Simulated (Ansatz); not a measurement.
# GaP (F-43m): how G0W0 depends on its starting point

How much of the starting functional survives in the G0W0 gap of GaP (F-43m)?

Main program and level: Ansatz 0.2.0; G0W0 on several functionals, plane waves, PAW.

Most raw output is cut from this account.

In doubt: masses and optical values from hybrid runs of this build are listed as unsure (steps 4, 5), which bears on the screening that GW takes from such a start.

## (1) The structure

The structure is cubic, space group F-43m (No. 216). Conventional cell: a = 5.451 Å, b = 5.451 Å, c = 5.451 Å, α = 90.00°, β = 90.00°, γ = 90.00°. Nearest to Ga lie 4 P at 2.36 Å. Nearest to P lie 4 Ga at 2.36 Å. Farther neighbours are not listed.

The cell and positions come from the Crystallography Open Database and are kept as given unless a step says otherwise.

## (2) G0W0 on LDA

G0W0 replaces the xc potential by the self-energy, built once from these orbitals. Only a window of levels is corrected, while the sums run over the empty bands that the input names. This step takes hard PAW files.

This step: G0W0 on LDA, plane waves, PAW.

input.yaml reads:

```yaml
crystal:
  lattice:
    - [0.0, 2.72525, 2.72525]
    - [2.72525, 0.0, 2.72525]
    - [2.72525, 2.72525, 0.0]
  atoms:
    - { symbol: Ga, position: [0.0, 0.0, 0.0] }
    - { symbol: P, position: [0.25, 0.25, 0.25] }
kpoints:
  mp_grid: { grid: [8, 8, 8] }
hamiltonian:
  xc: lda
  pseudopotentials: { kind: paw, source: ansatz }
scf:
  occupations: { method: fixed }
gw:
  n_empty_bands: 363
  ecut_chi: 250
  qp_bands: [v2, c2]
  qp_kpoints: band_edges
  screening: { model: contour_deformation }
```

Run with:

```
> ansatz run input.yaml --threads 3 --pin off --max-ram 92160MiB --backend cuda --events-out ev --progress --plain --runs-dir out --devices 1 --max-vram 13GiB
```

Elapsed: 2.6 min, on 1 × NVIDIA H100 80GB HBM3 (shared by 6 runs) with 3 threads of AMD EPYC 7R13 (Zen 3), shared host; peak memory 2.5 GiB.

Numbers from this step:

```
bands summed                                 : 376
RPA ε∞ on this mesh (eigenvalues)            : 11.54, 11.54, 11.54
plane waves in the screening matrix          : 339
q-points in the mesh                         : 512
G0W0 gap on the mesh                         : 2.173 eV
k of the valence top                         : 0, 0, 0
k of the conduction bottom                   : 0, -0.5, -0.5
starting gap on the mesh                     : 1.491 eV
Z at the valence top                         : 0.7641
Z at the conduction bottom                   : 0.7920
least direct G0W0 gap on the computed points : 2.528 eV
```

The gap on the mesh goes from 1.49 eV to 2.17 eV, a correction of +0.68 eV. Between the two edge states, bare exchange in place of the xc potential would open the gap by 5.41 eV, and correlation takes back 4.74 eV.

## (3) G0W0 on PBE

One-shot GW remembers its start. Another functional's orbitals and levels show by how much.

This step: G0W0 on PBE, plane waves, PAW.

input.yaml: that of step 2 with these lines changed.

```diff
@@ -11,3 +11,3 @@
 hamiltonian:
-  xc: lda
+  xc: pbe
   pseudopotentials: { kind: paw, source: ansatz }
```

The job ended after 2.2 min (1 × NVIDIA H100 80GB HBM3 (shared by 6 runs) with 3 threads; peak memory 2.4 GiB).

This step gave:

```
bands summed                                 : 376
RPA ε∞ on this mesh (eigenvalues)            : 10.54, 10.54, 10.54
plane waves in the screening matrix          : 339
q-points in the mesh                         : 512
G0W0 gap on the mesh                         : 2.212 eV
k of the valence top                         : 0, 0, 0
k of the conduction bottom                   : 0, -0.5, -0.5
starting gap on the mesh                     : 1.644 eV
Z at the valence top                         : 0.7663
Z at the conduction bottom                   : 0.7941
least direct G0W0 gap on the computed points : 2.623 eV
```

Against the run with 8×8×8 mesh, 363 empty bands, screening to 250 eV, hard PAW files on LDA, the gap moves by +0.04 eV, while the start moved by +0.15 eV.

## (4) G0W0 on HSE06

This step: G0W0 on HSE06, plane waves, PAW.

input.yaml: that of step 3 with these lines changed.

```diff
@@ -11,3 +11,3 @@
 hamiltonian:
-  xc: pbe
+  xc: hse06
   pseudopotentials: { kind: paw, source: ansatz }
```

Run time: 4.3 min. Hardware: 1 × NVIDIA H100 80GB HBM3 (shared by 6 runs) with 3 threads; peak memory 9.6 GiB.

Numbers from this step:

```yaml
bands_summed: 376
rpa_eps_infinity_on_this_mesh_eigenvalues: 7.773, 7.773, 7.773
plane_waves_in_the_screening_matrix: 339
g0w0_gap_on_the_mesh: 2.509 eV
k_of_the_valence_top: 0, 0, 0
k_of_the_conduction_bottom: 0, -0.5, -0.5
starting_gap_on_the_mesh: 2.287 eV
least_direct_g0w0_gap_on_the_computed_points: 3.054 eV
```

Against the run with 8×8×8 mesh, 363 empty bands, screening to 250 eV, hard PAW files on PBE, the gap moves by +0.30 eV, while the start moved by +0.64 eV.

## (5) G0W0 on PBE0

This step: G0W0 on PBE0, plane waves, PAW.

input.yaml: that of step 4 with these lines changed.

```diff
@@ -11,3 +11,3 @@
 hamiltonian:
-  xc: hse06
+  xc: pbe0
   pseudopotentials: { kind: paw, source: ansatz }
```

Elapsed: 4.1 min, on 1 × NVIDIA H100 80GB HBM3 (shared by 6 runs) with 3 threads; peak memory 9.4 GiB; 8.4 min of CPU time.

Numbers from this step:

```
bands summed                                 : 376
RPA ε∞ on this mesh (eigenvalues)            : 6.879, 6.879, 6.879
plane waves in the screening matrix          : 339
G0W0 gap on the mesh                         : 2.669 eV
k of the valence top                         : 0, 0, 0
k of the conduction bottom                   : 0, -0.5, -0.5
starting gap on the mesh                     : 2.945 eV
least direct G0W0 gap on the computed points : 3.219 eV
```

Against the run with 8×8×8 mesh, 363 empty bands, screening to 250 eV, hard PAW files on HSE06, the gap moves by +0.16 eV, while the start moved by +0.66 eV.

## (6) Side by side

All on the 8×8×8 mesh with 363 empty bands and screening to 250 eV. Times are wall times on 1 × NVIDIA H100 80GB HBM3 (shared by 6 runs) with 3 threads of AMD EPYC 7R13 (Zen 3), shared host. The host was busy with other work, so they are no guide to cost.

```
start  starting gap (eV)  shift (eV)  G0W0 gap (eV)  RPA ε∞ (harmonic mean)  Z (valence, conduction)     time
  LDA               1.49       +0.68           2.17                   11.54               0.76, 0.79  2.6 min
  PBE               1.64       +0.57           2.21                   10.54               0.77, 0.79  2.2 min
HSE06               2.29       +0.22           2.51                    7.77               0.79, 0.82  4.3 min
 PBE0               2.95       −0.28           2.67                    6.88               0.80, 0.83  4.1 min
```

How the two edges are built up, in eV (the quasiparticle level is the starting level plus Σx plus Σc less Vxc):

```
  run               edge  start      Σx     Σc     Vxc     Z    QP
  LDA        valence top   7.63  -17.02   0.90  -15.61  0.76  7.12
  LDA  conduction bottom   9.13   -7.00  -3.83  -11.01  0.79  9.30
  PBE        valence top   7.87  -17.07   1.00  -15.40  0.77  7.20
  PBE  conduction bottom   9.52   -6.94  -3.77  -10.60  0.79  9.41
HSE06        valence top   7.43  -16.98   0.96  -15.63  0.79  7.04
HSE06  conduction bottom   9.72   -6.61  -3.67  -10.11  0.82  9.55
 PBE0        valence top   7.10  -17.00   0.90  -15.97  0.80  6.96
 PBE0  conduction bottom  10.04   -6.60  -3.59   -9.79  0.83  9.63
```

For a hybrid start, Vxc holds its share of exact exchange.

## (7) Outcome

```json
{
 "G0W0@LDA": "2.17 eV (start 1.49 eV)",
 "G0W0@PBE": "2.21 eV (start 1.64 eV)",
 "G0W0@HSE06": "2.51 eV (start 2.29 eV)",
 "G0W0@PBE0": "2.67 eV (start 2.95 eV)",
 "known limits": "not at the basis limit; no spin-orbit coupling"
}
```

What this shows: The starting gaps span 1.45 eV and the G0W0 gaps 0.50 eV. Between LDA and PBE0, 0.50 eV of the 1.45 eV survives, 34 %. PBE0 screens less than LDA (ε∞ 6.88 against 11.54). Of the 0.50 eV by which its G0W0 gap is higher, the correlation part gives +0.24 eV, and exchange with the one-particle terms, which follow the orbitals, +0.26 eV. On PBE0 the correction is negative: that start lies above its own G0W0 value. The smallest correction, +0.22 eV, is on HSE06, the start nearest to reproducing itself, though another is as near within the errors. Bands and cutoff are finite, so the gap is not at the basis limit. The miss can reach some tenths of an eV and take either sign; the mesh is an error of its own. The many-body steps are scalar-relativistic: spin-orbit coupling is not in them.

[Paths, hosts, dates, memory and timing lines, banners, echoed tables and standing remarks are left out of the program output.]

[Logs are printed without paths, hosts, clocks, repeated set-up lines and the standing remarks that a program may print on its own settings, such as how far it seeks lower states.]

[Runs of the session that timed out or met a known fault of the program may be left out.]

[Cells called generated may have been cut or substituted from an entry of the Crystallography Open Database or the Materials Project.]

[Hosts, paths, dates, database ids (printed as entryN), source tags and the programs' standing remarks are cut or masked in the printed files.]
